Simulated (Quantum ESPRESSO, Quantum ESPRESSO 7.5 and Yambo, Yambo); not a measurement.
## CdF2 (Fm-3m): G0W0 with Yambo, start to end

Aim: the G0W0 gap of CdF2 (Fm-3m) on PBE, step by step.

Program: Quantum ESPRESSO 7.5 and Yambo 5.3.0. Level of theory: PBE and many-body steps on it, plane waves. Results are calculated unless marked as measured.

Report form: the programs' logs are mostly left out.

## Step 1: Starting point

It takes space group Fm-3m (No. 225, cubic). The conventional cell has a = 5.388 Å, b = 5.388 Å, c = 5.388 Å, α = 90.00°, β = 90.00°, γ = 90.00°. Nearest to Cd lie 8 F at 2.33 Å. Nearest to F lie 4 Cd at 2.33 Å. Farther neighbours and most contacts between anions are not listed.

The cell and positions come from the Crystallography Open Database and are kept as given unless a step says otherwise.

## Step 2: Ground state

This step: Quantum ESPRESSO 7.5; DFT, PBE, plane waves, norm-conserving pseudopotentials.

The ground-state density comes first.

The input, pw.in:

```
&control
  calculation = 'scf'
  prefix = 'x'
  outdir = 'o'
  pseudo_dir = 'pseudo'
/
&system
  ibrav = 0
  nat = 3
  ntyp = 2
  ecutwfc = 94.0
  nbnd = 22
  force_symmorphic = .true.
/
&electrons
  conv_thr = 1e-10
  electron_maxstep = 80
  mixing_beta = 0.5
/
ATOMIC_SPECIES
  Cd 112.41 Cd.upf
  F 18.998 F.upf
CELL_PARAMETERS angstrom
  0.0000000000 2.6940000000 2.6940000000
  2.6940000000 0.0000000000 2.6940000000
  2.6940000000 2.6940000000 -0.0000000000
ATOMIC_POSITIONS crystal
  Cd 0.0000000000 0.0000000000 0.0000000000
  F 0.2500000000 0.2500000000 0.2500000000
  F 0.7500000000 0.7500000000 0.7500000000
K_POINTS automatic
  6 6 6 0 0 0
```

Launch:

```
$ OMP_NUM_THREADS=1 mpirun -n 4 pw.x -nk 4 -in pw.in > pw.out
```

Elapsed: 9.7 s, on 4 MPI ranks of Intel Xeon Platinum 8259CL at 2.50GHz (Skylake/Cascade Lake), shared host; peak memory 0.32 GiB; 38 s of CPU time.

Numbers from this step:

```
total energy               : -6114.7323 eV
gap                        : 3.143 eV
k of the valence top       : 0.1667, -0.5, -0.3333
k of the conduction bottom : 0, 0, 0
least direct gap           : 3.619 eV
```

The gap is indirect, with the least direct gap 0.48 eV higher.

## Step 3: Bands along the symmetry lines

Levels along a band path, at the cheap level, show where the edges lie and whether the meshes to come will hold them.

The input, pw.in:

```
&control
  calculation = 'bands'
  prefix = 'x'
  outdir = 'o'
  pseudo_dir = 'pseudo'
/
&system
  ibrav = 0
  nat = 3
  ntyp = 2
  ecutwfc = 94.0
  nbnd = 23
  force_symmorphic = .true.
/
&electrons
  conv_thr = 1e-9
  electron_maxstep = 80
  diago_full_acc = .true.
  diago_thr_init = 5e-6
/
ATOMIC_SPECIES
  Cd 112.41 Cd.upf
  F 18.998 F.upf
CELL_PARAMETERS angstrom
  0.0000000000 2.6940000000 2.6940000000
  2.6940000000 0.0000000000 2.6940000000
  2.6940000000 2.6940000000 -0.0000000000
ATOMIC_POSITIONS crystal
  Cd 0.0000000000 0.0000000000 0.0000000000
  F 0.2500000000 0.2500000000 0.2500000000
  F 0.7500000000 0.7500000000 0.7500000000
K_POINTS crystal
  50
  0.00000000 0.00000000 0.00000000 1
  0.06250000 0.00000000 0.06250000 1
  0.12500000 0.00000000 0.12500000 1
  0.18750000 0.00000000 0.18750000 1
  0.25000000 0.00000000 0.25000000 1
  0.31250000 0.00000000 0.31250000 1
  0.37500000 0.00000000 0.37500000 1
  0.43750000 0.00000000 0.43750000 1
  0.50000000 0.00000000 0.50000000 1
  0.51562500 0.03125000 0.51562500 1
  0.53125000 0.06250000 0.53125000 1
  0.54687500 0.09375000 0.54687500 1
  0.56250000 0.12500000 0.56250000 1
  0.57812500 0.15625000 0.57812500 1
  0.59375000 0.18750000 0.59375000 1
  0.60937500 0.21875000 0.60937500 1
  0.62500000 0.25000000 0.62500000 1
  0.37500000 0.37500000 0.75000000 1
  0.32812500 0.32812500 0.65625000 1
  0.28125000 0.28125000 0.56250000 1
  0.23437500 0.23437500 0.46875000 1
  0.18750000 0.18750000 0.37500000 1
  0.14062500 0.14062500 0.28125000 1
  0.09375000 0.09375000 0.18750000 1
  0.04687500 0.04687500 0.09375000 1
  0.00000000 0.00000000 0.00000000 1
  0.06250000 0.06250000 0.06250000 1
  0.12500000 0.12500000 0.12500000 1
  0.18750000 0.18750000 0.18750000 1
  0.25000000 0.25000000 0.25000000 1
  0.31250000 0.31250000 0.31250000 1
  0.37500000 0.37500000 0.37500000 1
  0.43750000 0.43750000 0.43750000 1
  0.50000000 0.50000000 0.50000000 1
  0.50000000 0.46875000 0.53125000 1
  0.50000000 0.43750000 0.56250000 1
  0.50000000 0.40625000 0.59375000 1
  0.50000000 0.37500000 0.62500000 1
  0.50000000 0.34375000 0.65625000 1
  0.50000000 0.31250000 0.68750000 1
  0.50000000 0.28125000 0.71875000 1
  0.50000000 0.25000000 0.75000000 1
  0.50000000 0.21875000 0.71875000 1
  0.50000000 0.18750000 0.68750000 1
  0.50000000 0.15625000 0.65625000 1
  0.50000000 0.12500000 0.62500000 1
  0.50000000 0.09375000 0.59375000 1
  0.50000000 0.06250000 0.56250000 1
  0.50000000 0.03125000 0.53125000 1
  0.50000000 0.00000000 0.50000000 1
```

The job ended after 9.1 s (4 MPI ranks; peak memory 0.27 GiB).

Numbers from this step:

```yaml
gap: 3.124 eV
k_of_the_valence_top: 0.5, 0.25, 0.75
k_of_the_conduction_bottom: 0, 0, 0
least_direct_gap: 3.619 eV
```

The gap is 3.124 eV, −0.019 eV from the run before at this level.

Electronic bands along the path, in eV, zero at the top of the highest filled band:

| point | band 14 | band 15 | band 16 | band 17 | band 18 | band 19 | band 20 | band 21 |
| --- | --- | --- | --- | --- | --- | --- | --- | --- |
| Γ | -0.97 | -0.50 | -0.50 | -0.50 | 3.12 | 12.74 | 12.74 | 12.74 |
| halfway | -1.83 | -0.50 | -0.31 | -0.31 | 5.33 | 10.70 | 13.59 | 13.59 |
| X | -2.94 | -0.51 | -0.09 | -0.09 | 8.04 | 9.71 | 11.96 | 14.30 |
| halfway | -2.67 | -0.56 | -0.23 | -0.12 | 8.05 | 10.01 | 11.76 | 14.25 |
| U | -2.30 | -0.95 | -0.35 | -0.20 | 7.99 | 10.79 | 11.16 | 14.50 |
| jump to K | -2.30 | -0.95 | -0.35 | -0.20 | 7.99 | 10.79 | 11.16 | 14.50 |
| halfway | -1.42 | -1.14 | -0.44 | -0.41 | 5.62 | 10.69 | 13.12 | 14.00 |
| Γ | -0.97 | -0.50 | -0.50 | -0.50 | 3.12 | 12.74 | 12.74 | 12.74 |
| halfway | -1.36 | -1.12 | -0.45 | -0.45 | 4.99 | 10.84 | 13.56 | 13.56 |
| L | -1.83 | -1.83 | -0.39 | -0.39 | 7.20 | 9.18 | 14.53 | 14.53 |
| halfway | -1.85 | -1.49 | -0.47 | -0.24 | 7.58 | 9.86 | 12.99 | 13.97 |
| W | -1.52 | -1.52 | -0.60 | 0.00 | 8.10 | 11.53 | 11.72 | 11.72 |
| halfway | -2.48 | -0.56 | -0.53 | -0.04 | 8.07 | 10.29 | 11.71 | 13.39 |
| X | -2.94 | -0.51 | -0.09 | -0.09 | 8.04 | 9.71 | 11.96 | 14.30 |

## Step 4: Empty states on the mesh, 4×4×4 mesh, 119 bands

The sums over transitions need many empty states on a uniform mesh; this step solves for them.

The input, pw.in:

```
&control
  calculation = 'nscf'
  prefix = 'x'
  outdir = 'o'
  pseudo_dir = 'pseudo'
/
&system
  ibrav = 0
  nat = 3
  ntyp = 2
  ecutwfc = 94.0
  nbnd = 119
  force_symmorphic = .true.
/
&electrons
  conv_thr = 1e-9
  electron_maxstep = 80
  diago_full_acc = .true.
  diago_thr_init = 5e-6
/
ATOMIC_SPECIES
  Cd 112.41 Cd.upf
  F 18.998 F.upf
CELL_PARAMETERS angstrom
  0.0000000000 2.6940000000 2.6940000000
  2.6940000000 0.0000000000 2.6940000000
  2.6940000000 2.6940000000 -0.0000000000
ATOMIC_POSITIONS crystal
  Cd 0.0000000000 0.0000000000 0.0000000000
  F 0.2500000000 0.2500000000 0.2500000000
  F 0.7500000000 0.7500000000 0.7500000000
K_POINTS automatic
  4 4 4 0 0 0
```

Run time: 10 s. Hardware: 4 MPI ranks; peak memory 0.4 GiB.

This step gave:

| Quantity | Value |
| --- | --- |
| gap | 3.124 eV |
| k of the valence top | 0.25, -0.5, -0.25 |
| k of the conduction bottom | 0, 0, 0 |
| least direct gap | 3.619 eV |
| k points computed | 8 |
| lowest point of the top converged band, above the valence top | 100.8199 eV |

On this mesh the gap is 3.124 eV.

## Step 5: Conversion and set-up

This step: Yambo 5.3.0; conversion and set-up on PBE, plane waves, norm-conserving pseudopotentials.

The states are converted to the many-body program's format and the q mesh is built.

Launch:

```
$ (cd o/x.save; p2y > p2y.log; mv SAVE ../..); yambo > setup.log
```

Run time: 3.4 s. Hardware: 1 MPI rank; peak memory 0.25 GiB.

## Step 6: Screening and self-energy, 4×4×4 mesh, 119 bands, screening to 142.9 eV

Now the one-shot GW correction: screening in the RPA, then the self-energy of the levels asked for.

This step: G0W0 on PBE, plane waves, norm-conserving pseudopotentials.

The input, gw1.in:

```
HF_and_locXC
gw0
dyson
ppa
em1d
rim_cut
RandQpts= 1000000
RandGvec= 1 RL
EXXRLvcs= 94 Ry
VXCRLvcs= 376 Ry
Chimod= "HARTREE"
% BndsRnXp
 1 | 119 |
%
NGsBlkXp= 10.5 Ry
% LongDrXp
 1 | 1 | 1 |
%
% GbndRnge
 1 | 119 |
%
DysSolver= "n"
ExtendOut
PPAPntXp= 27.21138 eV
% QPkrange
 8 | 8 | 16 | 19 |
 1 | 1 | 16 | 19 |
%
```

Launch:

```
$ OMP_NUM_THREADS=1 mpirun -n 4 yambo -F gw1.in -J gw1 -C gw1 > gw1.log
```

The job ended after 2.9 min (4 MPI ranks; peak memory 1.7 GiB).

Numbers from this step:

| Property | Result |
| --- | --- |
| G0W0 gap on the points computed | 5.302 eV |
| starting gap on the mesh | 3.124 eV |
| k of the valence top | 0.25, -0.5, -0.25 |
| k of the conduction bottom | 0, 0, 0 |
| least direct G0W0 gap on the computed points | 6.060 eV |
| Z at the valence top | 0.7977 |
| Z at the conduction bottom | 0.8703 |

The gap on the mesh goes from 3.12 eV to 5.30 eV, a correction of +2.18 eV.

Limits: finite bands, cutoff and mesh; d shell near the gap, gap tends to lie low; no spin-orbit coupling; coarse k mesh. v1 is the top filled band, c1 the lowest empty one. The levels before and after the correction (eV, zero at the valence-band top of each column):

|  | conduction bottom | valence top |
| --- | --- | --- |
| Kohn-Sham | 3.12 | 0.00 |
| G0W0 | 5.30 | 0.00 |

|  | level | energy (eV) |
| --- | --- | --- |
| Kohn-Sham | Γ v2-v1 | -0.495 |
| Kohn-Sham | Γ c1 | 3.124 |
| Kohn-Sham | Γ c2 | 12.741 |
| Kohn-Sham | (0.25 -0.5 -0.25) v2 | -0.599 |
| Kohn-Sham | (0.25 -0.5 -0.25) v1 | 0.000 |
| Kohn-Sham | (0.25 -0.5 -0.25) c1 | 8.101 |
| Kohn-Sham | (0.25 -0.5 -0.25) c2 | 11.529 |
| G0W0 | Γ v2-v1 | -0.758 |
| G0W0 | Γ c1 | 5.302 |
| G0W0 | Γ c2 | 15.153 |
| G0W0 | (0.25 -0.5 -0.25) v2 | -0.630 |
| G0W0 | (0.25 -0.5 -0.25) v1 | 0.000 |
| G0W0 | (0.25 -0.5 -0.25) c1 | 11.328 |
| G0W0 | (0.25 -0.5 -0.25) c2 | 13.800 |

## Step 7: Where the time went

Times are wall times on the hardware named with each run, good to a factor of about two.

| step | time | share | memory (GiB) |
| --- | --- | --- | --- |
| ground state | 9.7 s | 5 % | 0.32 |
| bands along the symmetry lines | 9.1 s | 4 % | 0.27 |
| empty states on the mesh | 10 s | 5 % | 0.4 |
| conversion and set-up | 3.4 s | 2 % | 0.25 |
| screening and self-energy | 2.9 min | 84 % | 1.7 |

## Step 8: Summary of results

```yaml
pbe_gap: 3.12 eV, indirect
g0w0_gap_on_the_mesh: 5.30 eV
gw_settings: 4×4×4 mesh, 119 bands, screening to 142.9 eV, Godby-Needs plasmon pole
known_limits: not at the basis limit; d shell near the gap, gap tends to lie low; no spin-orbit coupling; coarse k mesh
```

G0W0 moves the gap on the mesh from 3.12 eV to 5.30 eV (+2.18 eV), with Z of 0.80 and 0.87 at the edges. Only 2 of the mesh's irreducible points were corrected, so a valley elsewhere could overtake. The dearest step here is «screening and self-energy». Bands and cutoff are finite, so the gap is not at the basis limit. The miss can reach some tenths of an eV and take either sign; the mesh is an error of its own. In the G0W0 run levels were corrected at 2 k points alone, so a gap called «on the mesh» is the least over those, and an edge elsewhere would be missed. The 4×4×4 mesh is coarse for this cell, which bears on the long-range parts of exchange and screening. A d shell, filled or nearly so, lies near the gap. One-shot GW converges very slowly in bands there, not always from below, and on a semilocal start the gap tends to come out low; starts rich in exact exchange can overshoot instead. The many-body steps are scalar-relativistic: spin-orbit coupling is not in them.

[Paths, hosts, dates, memory and timing lines, banners, echoed tables and standing remarks are left out of the program output.]

[Logs are printed without paths, hosts, clocks, repeated set-up lines and the standing remarks that a program may print on its own settings, such as how far it seeks lower states.]

[Runs of the session that timed out or met a known fault of the program may be left out.]

[Hosts, paths, dates, database ids (printed as entryN), source tags and the programs' standing remarks are cut or masked in the printed files.]
